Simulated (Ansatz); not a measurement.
# How many bands does the GW gap of Bi2Te3 (Tellurobismuthite) need?

Aim: see how the G0W0 gap of Bi2Te3 (Tellurobismuthite) on PBE moves with empty bands and screening cutoff, and what each rung costs.

Main program and level: Ansatz 0.2.0; G0W0 on PBE, plane waves, PAW.

### 1. The structure

Symmetry: R-3m, No. 166, trigonal system. Conventional cell: a = 4.386 Å, b = 4.386 Å, c = 30.497 Å, α = 90.00°, β = 90.00°, γ = 120.00°. Nearest to Bi lie 6 Te at 3.07 to 3.25 Å. Te has 6 Bi at 3.25 Å nearest. Te has 3 Bi at 3.07 Å nearest. Farther neighbours and most contacts between anions are not listed.

The cell and positions come from the Crystallography Open Database and are kept as given unless a step says otherwise. Spin-orbit coupling is left out unless a step names it. The default PAW set here is soft_2. Its files were made with PBE.

### 2. 328 empty bands, screening to 90 eV

Now the one-shot GW correction: screening in the RPA, then the self-energy of the levels asked for.

File input.yaml:

```yaml
crystal:
  lattice:
    - [2.193, 1.2661291403, 10.1656666667]
    - [-2.193, 1.2661291403, 10.1656666667]
    - [0.0, -2.5322582807, 10.1656666667]
  atoms:
    - { symbol: Bi, position: [0.4, 0.4, 0.4] }
    - { symbol: Bi, position: [0.6, 0.6, 0.6] }
    - { symbol: Te, position: [0.0, 0.0, 0.0] }
    - { symbol: Te, position: [0.2095, 0.2095, 0.2095] }
    - { symbol: Te, position: [0.7905, 0.7905, 0.7905] }
kpoints:
  mp_grid: { grid: [4, 4, 4] }
hamiltonian:
  xc: pbe
scf:
  occupations: { method: fixed }
gw:
  n_empty_bands: 328
  ecut_chi: 90.0
  qp_bands: [v2, c2]
  qp_kpoints: band_edges
  screening: { model: contour_deformation }
```

Run with:

```console
> ansatz run input.yaml --threads 3 --pin off --max-ram 64512MiB --backend cuda --events-out ev --progress --plain --runs-dir out --devices 1 --max-vram 24GiB  # rebuilt from the run's record
```

Numbers of over 12 decimals in the logs are rounded to 6 here.

Log:

```text
GPUs: using 1 of 1 available (devices: 1).
Engine: ansatz 0.2.0, x86_64-unknown-linux-gnu
Pseudopotentials: kind: paw
Pseudopotential: Bi, paw, valence charge 15, recommended cutoff 420 eV (normal), Bi.paw.azcp
Pseudopotential: Te, paw, valence charge 16, recommended cutoff 420 eV (normal), Te.paw.azcp
Functional definition: PBE
  parameter kappa = 0.804
  parameter beta = 0.066725
  exchange = pbe_x(kappa = kappa, mu = beta*pi^2/3)
  correlation = pbe_c(beta = beta)
device memory: the entry about to start is reckoned to put 4.8 GiB on a device that reports 68.7 GiB free (of which the cap on the GPU budget leaves the run 24.0 GiB)
GPU FFT provider: cuFFT
GPU libraries: cuBLAS 13.8.2, cuFFT 12.4.0, cuSOLVER 12.3.4
Crystal: 5 atoms, lattice volume = 169.357 Å³
Basis set: ecut = 420 eV, 3345 PW (Γ)
Bands: 47, of which v1, the nominal top of the filled ones, is band 39 counted from 1 (38 counted from 0)
Symmetry: 12 space group operations
Space group: R-3m (ITA 166), of the structure as read, at distance tolerance 5.5e-5 Å
k-points: 13 of 64
Non-local potential: Bi, projectors of the file, l = 0: 2, l = 1: 2, l = 2: 2, l = 3: 2
Non-local potential: Te, projectors of the file, l = 0: 2, l = 1: 2, l = 2: 2, l = 3: 2
PAW form: soft (Blöchl's): semilocal exchange-correlation on the pseudo side does not see the compensation charge
PAW one-centre angular grid: Bi, 590 points (default); XC on 64 Gauss nodes
PAW one-centre angular grid: Te, 590 points (default); XC on 64 Gauss nodes
Initial density: superposition of atomic densities (neutral atoms: chi_scale 0, normalization atom), corrected by the library's trained network
Initial wavefunctions: pseudopotential atomic-orbital guess
GPU buffer pool allocated for 373248 grid points (all kernels)
GPU transforms: local potential and band sums: pruned to the plane-wave sphere, on 72×72×72
Functional: x = pbe(κ = 0.804, μ = 0.219515), c = pbe(β = 0.066725)
SCF iter   1: F=—  HF=-45734.113925 eV  |F-HF|=—  |Δ(HF+E_count)|=         —  Δρ=1.01e-3  dr2=2.67e-3  ethr=1.77e-3  ⟨swp⟩=5.2  Hψ=2030  notcnv=0  defer=71
preconditioner: auto → Resta (q_TF=auto, 2.398 Å⁻¹)  ε∞=4.2  [insulator: Δε(μ)=0.295 eV  Ē_g=8.431 eV  n_scr=42 (ndim 8)  ℏωp=15.1 eV  f_vac=0.015  ε∞_Penn≈4.2]
SCF iter   2: F=—  HF=-45734.110771 eV  |F-HF|=—  |Δ(HF+E_count)|=   3.15e-3  Δρ=5.24e-4  dr2=5.06e-4  ethr=3.43e-6  ⟨swp⟩=2.9  Hψ=1308  notcnv=0  defer=76
SCF iter   3: F=—  HF=-45734.110949 eV  |F-HF|=—  |Δ(HF+E_count)|=   1.78e-4  Δρ=2.10e-4  dr2=7.17e-5  ethr=6.48e-7  ⟨swp⟩=2.0  Hψ=920  notcnv=0  defer=75
SCF iter   4: F=—  HF=-45734.111007 eV  |F-HF|=—  |Δ(HF+E_count)|=   5.82e-5  Δρ=7.22e-5  dr2=1.24e-5  ethr=9.20e-8  ⟨swp⟩=2.0  Hψ=769  notcnv=0  defer=62
SCF iter   5: F=—  HF=-45734.111013 eV  |F-HF|=—  |Δ(HF+E_count)|=   6.42e-6  Δρ=3.33e-5  dr2=8.34e-6  ethr=1.59e-8  ⟨swp⟩=2.0  Hψ=769  notcnv=0  defer=70
SCF iter   6: F=—  HF=-45734.111013 eV  |F-HF|=—  |Δ(HF+E_count)|=   2.07e-7  Δρ=9.86e-6  dr2=1.72e-7  ethr=1.07e-8  ⟨swp⟩=2.0  Hψ=644  notcnv=0  defer=71
SCF iter   7: F=-45734.111013 eV  HF=-45734.111013 eV  |F-HF|=1.02e-10  |Δ(HF+E_count)|=   2.63e-7  Δρ=2.79e-6  dr2=1.35e-8  ethr=1.28e-10  ⟨swp⟩=11.3  Hψ=2739  notcnv=0
SCF 1 converged in 7 iterations: F = -45734.111013 eV  dr2 = 1.35e-8
  greatest PAW one-centre occupation: 0.998 electrons in one spin orbital (limit 2), on the Te atom at site 4 (counted from 0), in its partial waves of l = 2
device memory: the entry about to start is reckoned to put 5.8 GiB (of the 5.9 GiB reckoned in all, the device holds 0.1 GiB already) on a device that reports 66.6 GiB free (of which the cap on the GPU budget leaves the run 24.0 GiB)
NSCF: frozen V_eff on 13 k-points
the band table was solved once the SCF had ended and its energy, with any forces and stress, was formed, with the checks that follow a solve (2522 applications of the Hamiltonian). They found nothing against the state; the energy, forces and stress were not computed again (output.eigenvalues in the input reference)
device memory: the entry about to start is reckoned to put 4.7 GiB on a device that reports 66.2 GiB free (of which the cap on the GPU budget leaves the run 24.0 GiB)
NSCF: frozen V_eff on 13 k-points
G₀W₀ screening: q 1/13
[... further progress lines ...]
device memory: the entry about to start is reckoned to put 1.4 GiB on a device that reports 65.4 GiB free (of which the cap on the GPU budget leaves the run 24.0 GiB)
NSCF: frozen V_eff on 1 k-points
device memory: the entry about to start is reckoned to put 1.4 GiB on a device that reports 65.4 GiB free (of which the cap on the GPU budget leaves the run 24.0 GiB)
NSCF: frozen V_eff on 1 k-points
device memory: the entry about to start is reckoned to put 1.4 GiB on a device that reports 65.4 GiB free (of which the cap on the GPU budget leaves the run 24.0 GiB)
NSCF: frozen V_eff on 1 k-points
SCF converged after 7 iterations
Free energy (F): -45734.111013 eV
Harris-Foulkes:  -45734.111013 eV  (|F-HF|=1.02e-10)
Internal energy: -45734.111013 eV  (E = F + TS)
E sigma→0 (E₀):  -45734.111013 eV
Fermi energy:    9.314846 eV
--- Per-component energies (eV) ---
  E_band       = -991.294221
  E_kinetic    = 1144.303925
  E_local      = -6864.172671  (includes V_loc(G=0)·N_el)
  E_nonlocal   = 191.572954
  E_hartree    = 3425.134528
  E_xc         = -676.467751
  E_vxc        = -601.883998  (∫ρ·V_xc dr)
  E_paw        = -35312.456866  (= ΣΔE_a)
  E_vpaw       = -1711.382687  (= ΣTr[D̂ρ^β])
  E_aug_tail   = -0.001460  (compensation charges beyond the density's cutoff)
  E_ewald      = -7642.023672
  E_smearing   = -0.000000  (= −TS)
  E_closure    = 0.000000  (closes the sum)
  Σ components = -45734.111013   (vs F -45734.111013, Δ=0.00e0)
--- Band table (eV; the first three rows and the last of 13) ---
  k-point 0: bands = [... 35 lower, 7.6072, 8.4498, 8.4498, 9.3148, 9.6120, 9.9675, 9.9675, 11.2870, ... 4 higher]
  k-point 1: bands = [... 35 lower, 7.2935, 8.3348, 8.4376, 8.7001, 10.3347, 10.7445, 10.7789, 11.8306, ... 4 higher]
  k-point 2: bands = [... 35 lower, 6.4065, 6.9024, 8.4003, 8.8063, 9.8946, 10.3731, 12.0634, 12.1010, ... 4 higher]
  k-point 12: bands = [... 35 lower, 7.9025, 8.1598, 8.1598, 8.8749, 10.1603, 10.4495, 10.4495, 10.9607, ... 4 higher]
--- G₀W₀: contour deformation, 8 samples at zero and on the imaginary axis and 1 off it, 64 q-points, 328 empty bands' worth ---
  eigenvalues of the whole cell's RPA ε∞ on this k-mesh (on a slab, of 1 + 4πα/V) = 47.4185, 47.4185, 54.4552; static W/v taken at q = 0 is 0.022292
  bands read: the sum over 367 bands ends inside a degenerate multiplet in 1 slot, whose members it reads at an even weight; the widest, k=0: bands 367 to 368 (counted from 1) at 1/2 each
  gw.qp_kpoints: band_edges: 8 of 13 stored k-points solved, in 1 pass; an edge of the gap read off the rows below is read off those points alone
    valence top: of the k-points left out ik 1 came nearest to being solved in a further pass, in band 39 (counted from 1, as in the quasiparticle table): it holds the edge there only if its correction is more favourable than any solved in that band by at least 0.598 eV; those differ by 0.121 eV
    conduction bottom: of the k-points left out ik 1 came nearest to being solved in a further pass, in band 40 (counted from 1, as in the quasiparticle table): it holds the edge there only if its correction is more favourable than any solved in that band by at least 0.690 eV; those differ by 0.069 eV
  `?` marks the rows in doubt; gw_qp.tsv's column doubts and the gw_qp event give each row's grounds
    ik  band        ε_KS         Σx   Σc(E_QP)       V_xc       Z   E_QP_lin       E_QP  E_QP is
     0    38      8.4498   -15.3293     1.1675   -13.8783  0.7394     8.1708     8.1663  root ?
     0    39      9.3148   -14.6093     0.1118   -14.3399  0.7533     9.1573     9.1573  root
     0    40      9.6120   -10.0424    -2.7897   -12.8399  0.7710     9.6198     9.6198  root
     0    41      9.9675   -10.0316    -2.8642   -12.8830  0.7595     9.9547     9.9547  root
     2    38      8.4003   -15.2981     1.1571   -13.8473  0.7390     8.1171     8.1066  root ?
     2    39      8.8063   -14.7723     0.5218   -14.0409  0.7504     8.5966     8.5966  root
     2    40      9.8946    -9.8159    -2.9068   -12.7273  0.7693     9.8992     9.8992  root
     2    41     10.3731    -9.9764    -2.9426   -12.9172  0.7577    10.3713    10.3713  root
     5    38      7.5378   -14.3934     1.2963   -12.8380  0.7334     7.2796     7.2788  root
     5    39      8.8376   -15.2386     0.7207   -14.2995  0.7488     8.6194     8.6193  root
     5    40     10.4650   -10.2117    -3.0732   -13.3286  0.7591    10.5087    10.5087  root
     5    41     11.6061   -10.7247    -3.4817   -14.2691  0.7372    11.6689    11.6687  root
     6    38      7.7669   -15.1143     1.5931   -13.2243  0.7151     7.4794     7.4701  root ?
     6    39      8.3572   -14.8921     0.8989   -13.7322  0.7436     8.0978     8.0962  root
     6    40     10.1708    -9.5247    -2.8923   -12.3918  0.7675    10.1455    10.1455  root
     6    41     10.8363    -9.1620    -3.4150   -12.5481  0.7468    10.8073    10.8073  root
     7    38      8.3240   -15.2630     1.2281   -13.7551  0.7358     8.0475     8.0442  root
     7    39      9.0490   -14.2249     0.0850   -13.9995  0.7537     8.9084     8.9086  root
     7    40      9.9222   -10.4819    -2.7459   -13.2168  0.7586     9.9112     9.9112  root
     7    41     10.1661   -10.1328    -2.9408   -13.0655  0.7538    10.1580    10.1580  root
     8    38      8.5427   -15.3730     1.1170   -13.9831  0.7413     8.2725     8.2699  root
     8    39      9.0360   -14.8756     0.4349   -14.2588  0.7522     8.8541     8.8541  root
     8    40      9.9891   -10.1436    -2.9514   -13.1225  0.7674    10.0166    10.0166  root
     8    41     10.4046   -10.1709    -2.9864   -13.1687  0.7553    10.4160    10.4160  root
    11    38      8.3857   -15.1129     0.9980   -13.8542  0.7404     8.1263     8.1250  root
    11    39      8.5816   -14.9679     0.7070   -14.0385  0.7485     8.3593     8.3592  root
    11    40     10.4636    -9.7587    -3.0654   -12.8345  0.7609    10.4740    10.4740  root
    11    41     10.4927    -9.8909    -2.9828   -12.8803  0.7612    10.4992    10.4992  root
    12    38      8.1598   -15.2913     1.3875   -13.6238  0.7287     7.8826     7.8798  root
    12    39      8.8749   -14.5522     0.3791   -14.0205  0.7489     8.7220     8.7222  root
    12    40     10.1603   -10.2181    -3.0192   -13.2340  0.7502    10.1569    10.1569  root
    12    41     10.4495   -10.2434    -3.0906   -13.3376  0.7449    10.4531    10.4531  root
```

Wall time 45 s (1 × NVIDIA H100 80GB HBM3 (shared by 3 runs) with 3 threads of AMD EPYC 7R13 (Zen 3), shared host); peak memory 1.7 GiB; 77 s of CPU time.

Reading the cycles: dr2 is the Hartree energy of the density residual (eV), the measure of convergence; HF is the Harris–Foulkes estimate of the energy, which meets the free energy F at convergence.

Numbers from this step:

- bands summed: 367
- RPA ε∞ on this mesh (eigenvalues): 47.42, 47.42, 54.46
- plane waves in the screening matrix: 339
- q-points in the mesh: 64
- G0W0 gap on the mesh: 0.4625 eV
- k of the valence top: 0, 0, 0
- k of the conduction bottom: 0, 0, 0
- starting gap on the mesh: 0.2971 eV
- Z at the valence top: 0.7533
- Z at the conduction bottom: 0.7710
- least direct G0W0 gap on the computed points: 0.4625 eV

The gap on the mesh goes from 0.30 eV to 0.46 eV, a correction of +0.17 eV. Between the two edge states, bare exchange in place of the xc potential would open the gap by 3.07 eV, and correlation takes back 2.90 eV.

### 3. 928 empty bands, screening to 180 eV

Bands and screening cutoff are moved together, since each hides the error of the other.

Changes to input.yaml since step 2:

```diff
@@ -18,4 +18,4 @@
 gw:
-  n_empty_bands: 328
-  ecut_chi: 90.0
+  n_empty_bands: 928
+  ecut_chi: 180.0
   qp_bands: [v2, c2]
```

Log:

```text
GPUs: using 1 of 1 available (devices: 1).
[...]
GPU FFT provider: cuFFT
GPU libraries: cuBLAS 13.8.2, cuFFT 12.4.0, cuSOLVER 12.3.4
Crystal: 5 atoms, lattice volume = 169.357 Å³
Basis set: ecut = 420 eV, 3345 PW (Γ)
Bands: 47, of which v1, the nominal top of the filled ones, is band 39 counted from 1 (38 counted from 0)
[... 1 set-up line as in the run before ...]
[...]
k-points: 13 of 64
[...]
GPU buffer pool allocated for 373248 grid points (all kernels)
[...]
SCF iter   1: F=—  HF=-45734.113925 eV  |F-HF|=—  |Δ(HF+E_count)|=         —  Δρ=1.01e-3  dr2=2.67e-3  ethr=1.77e-3  ⟨swp⟩=5.2  Hψ=2030  notcnv=0  defer=71
[...]
SCF iter   7: F=-45734.111013 eV  HF=-45734.111013 eV  |F-HF|=1.02e-10  |Δ(HF+E_count)|=   2.63e-7  Δρ=2.79e-6  dr2=1.35e-8  ethr=1.28e-10  ⟨swp⟩=11.3  Hψ=2739  notcnv=0
SCF 1 converged in 7 iterations: F = -45734.111013 eV  dr2 = 1.35e-8
[...]
NSCF: frozen V_eff on 13 k-points
[...]
G₀W₀ screening: q 1/13
[... further progress lines ...]
[...]
SCF converged after 7 iterations
Free energy (F): -45734.111013 eV
[...]
Internal energy: -45734.111013 eV  (E = F + TS)
E sigma→0 (E₀):  -45734.111013 eV
Fermi energy:    9.314846 eV
[...]
--- Band table (eV; the first three rows and the last of 13) ---
  k-point 0: bands = [... 35 lower, 7.6072, 8.4498, 8.4498, 9.3148, 9.6120, 9.9675, 9.9675, 11.2870, ... 4 higher]
  k-point 1: bands = [... 35 lower, 7.2935, 8.3348, 8.4376, 8.7001, 10.3347, 10.7445, 10.7789, 11.8306, ... 4 higher]
  k-point 2: bands = [... 35 lower, 6.4065, 6.9024, 8.4003, 8.8063, 9.8946, 10.3731, 12.0634, 12.1010, ... 4 higher]
  k-point 12: bands = [... 35 lower, 7.9025, 8.1598, 8.1598, 8.8749, 10.1603, 10.4495, 10.4495, 10.9607, ... 4 higher]
[...]
0    38      8.4498   -15.3293     0.9656   -13.8783  0.7385     7.9525     7.9644  root
     0    39      9.3148   -14.6093    -0.1622   -14.3399  0.7520     8.8758     8.8833  root
     0    40      9.6120   -10.0424    -3.0122   -12.8399  0.7699     9.3975     9.3973  root
     0    41      9.9675   -10.0316    -3.0734   -12.8830  0.7585     9.7459     9.7454  root
     2    38      8.4003   -15.2981     0.9608   -13.8473  0.7382     7.8996     7.9103  root
     2    39      8.8063   -14.7723     0.2716   -14.0409  0.7490     8.3378     8.3464  root
     2    40      9.8946    -9.8159    -3.1217   -12.7273  0.7683     9.6846     9.6843  root
     2    41     10.3731    -9.9764    -3.1526   -12.9172  0.7566    10.1620    10.1613  root
[...]
12    38      8.1598   -15.2913     1.1918   -13.6238  0.7278     7.6743     7.6842  root
    12    39      8.8749   -14.5522     0.1368   -14.0205  0.7475     8.4717     8.4800  root
    12    40     10.1603   -10.2181    -3.2523   -13.2340  0.7493     9.9247     9.9238  root
    12    41     10.4495   -10.2434    -3.3088   -13.3376  0.7443    10.2354    10.2350  root
```

Wall time 88 s (1 × NVIDIA H100 80GB HBM3 (shared by 3 runs) with 3 threads); peak memory 3.8 GiB.

Numbers from this step:

```yaml
bands_summed: 967
rpa_eps_infinity_on_this_mesh_eigenvalues: 47.39, 47.39, 54.40
plane_waves_in_the_screening_matrix: 941
q_points_in_the_mesh: 64
g0w0_gap_on_the_mesh: 0.5140 eV
k_of_the_valence_top: 0, 0, 0
k_of_the_conduction_bottom: 0, 0, 0
starting_gap_on_the_mesh: 0.2971 eV
z_at_the_valence_top: 0.7520
z_at_the_conduction_bottom: 0.7699
least_direct_g0w0_gap_on_the_computed_points: 0.5140 eV
```

Against the run with 4×4×4 mesh, 328 empty bands, screening to 90 eV, the gap moves by +0.05 eV.

### 4. Changing the frequency model: 4×4×4 mesh, 928 empty bands, screening to 180 eV, plasmon pole

A plasmon pole stands in for the full frequency dependence of the screening; this run shows what that costs in accuracy.

Changes to input.yaml since step 3:

```diff
@@ -22,2 +22,2 @@
   qp_kpoints: band_edges
-  screening: { model: contour_deformation }
+  screening: { model: godby_needs }
```

Log:

```text
GPUs: using 1 of 1 available (devices: 1).
[...]
GPU FFT provider: cuFFT
GPU libraries: cuBLAS 13.8.2, cuFFT 12.4.0, cuSOLVER 12.3.4
Crystal: 5 atoms, lattice volume = 169.357 Å³
Basis set: ecut = 420 eV, 3345 PW (Γ)
Bands: 47, of which v1, the nominal top of the filled ones, is band 39 counted from 1 (38 counted from 0)
[... 1 set-up line as in the run before ...]
[...]
k-points: 13 of 64
[...]
2    41     10.3731    -9.9764    -3.1649   -12.9172  0.7911    10.1492    10.1489  root
[...]
12    38      8.1598   -15.2913     1.1518   -13.6238  0.7770     7.6426     7.6442  root
    12    39      8.8749   -14.5522     0.1483   -14.0205  0.7866     8.4909     8.4915  root
    12    40     10.1603   -10.2181    -3.2122   -13.2340  0.7870     9.9642     9.9639  root
    12    41     10.4495   -10.2434    -3.3001   -13.3376  0.7871    10.2439    10.2436  root
[key lines of the parts left out:]
SCF converged after 7 iterations
Free energy (F): -45734.111013 eV
Fermi energy:    9.314846 eV
```

Wall time 2.5 min (1 × NVIDIA H100 80GB HBM3 (shared by 3 runs) with 3 threads); peak memory 6.7 GiB; 5.9 min of CPU time.

Numbers from this step:

| Quantity | Value |
| --- | --- |
| bands summed | 967 |
| plasmon-pole fit frequency | 25.20 eV |
| RPA ε∞ on this mesh (eigenvalues) | 47.39, 47.39, 54.40 |
| plane waves in the screening matrix | 941 |
| G0W0 gap on the mesh | 0.4824 eV |
| k of the valence top | 0, 0, 0 |
| k of the conduction bottom | 0, 0, 0 |
| starting gap on the mesh | 0.2971 eV |
| least direct G0W0 gap on the computed points | 0.4824 eV |

Against the run with 4×4×4 mesh, 928 empty bands, screening to 180 eV, the gap moves by −0.03 eV.

### 5. Convergence and cost

Times are wall times on 1 × NVIDIA H100 80GB HBM3 (shared by 3 runs) with 3 threads of AMD EPYC 7R13 (Zen 3), shared host, good to a factor of about two.

```tsv
mesh	files	frequency	bands summed	cutoff (eV)	start (eV)	G0W0 (eV)	time	host memory (GiB)
4×4×4	default PAW	contour deformation	367	90	0.297	0.463	45 s	1.7
4×4×4	default PAW	contour deformation	967	180	0.297	0.514	88 s	3.8
4×4×4	default PAW	plasmon pole	967	180	0.297	0.482	2.5 min	6.7
```

How the two edges are built up, in eV (the quasiparticle level is the starting level plus Σx plus Σc less Vxc):

```tsv
run	edge	start	Σx	Σc	Vxc	Z	QP
367 bands	valence top	9.31	-14.61	0.11	-14.34	0.75	9.16
367 bands	conduction bottom	9.61	-10.04	-2.79	-12.84	0.77	9.62
967 bands	valence top	9.31	-14.61	-0.16	-14.34	0.75	8.88
967 bands	conduction bottom	9.61	-10.04	-3.01	-12.84	0.77	9.40
```

### 6. Summary of results

| Item | Value |
| --- | --- |
| 367 bands, 90 eV | 0.463 eV |
| 967 bands, 180 eV | 0.514 eV |
| estimated limit in bands and cutoff | 0.55 eV |
| mesh and start | 4×4×4, PBE |

**Reading.** A line in one over the bands through the two rungs gives 0.55 eV, +0.03 eV from the top rung; with two points alone it is an unchecked estimate. The rungs stand 0.08 eV (367 bands) and 0.03 eV (967 bands) from it. From 367 to 967 bands the gap moves by +0.05 eV. Σc changes by −0.27 eV at the valence top and −0.22 eV at the conduction bottom, so the levels themselves move more than the gap between them. The plasmon-pole model gives −0.03 eV against contour deformation, 15 % of the correction, and saved no time in this program. Where an edge is built on 6p states of lead, bismuth or thallium, scalar-relativistic gaps usually stand too wide, by a few tenths to over one eV. With atoms this heavy and so narrow a gap, spin-orbit coupling can invert the bands. These scalar-relativistic gaps are then model values, not to be set against experiment, and a spin-orbit change taken from DFT can't simply be added. The RPA ε∞ on this mesh reaches over 25; with a narrow direct gap a coarse mesh can overstate it, and the correction is then too small.

[Paths, hosts, dates, memory and timing lines, banners, echoed tables and standing remarks are left out of the program output.]

[Logs are printed without paths, hosts, clocks, repeated set-up lines and the standing remarks that a program may print on its own settings, such as how far it seeks lower states.]

[Runs of the session that timed out or met a known fault of the program may be left out.]

[Cells called generated may have been cut or substituted from an entry of the Crystallography Open Database or the Materials Project.]

[Hosts, paths, dates, database ids (printed as entryN), source tags and the programs' standing remarks are cut or masked in the printed files.]
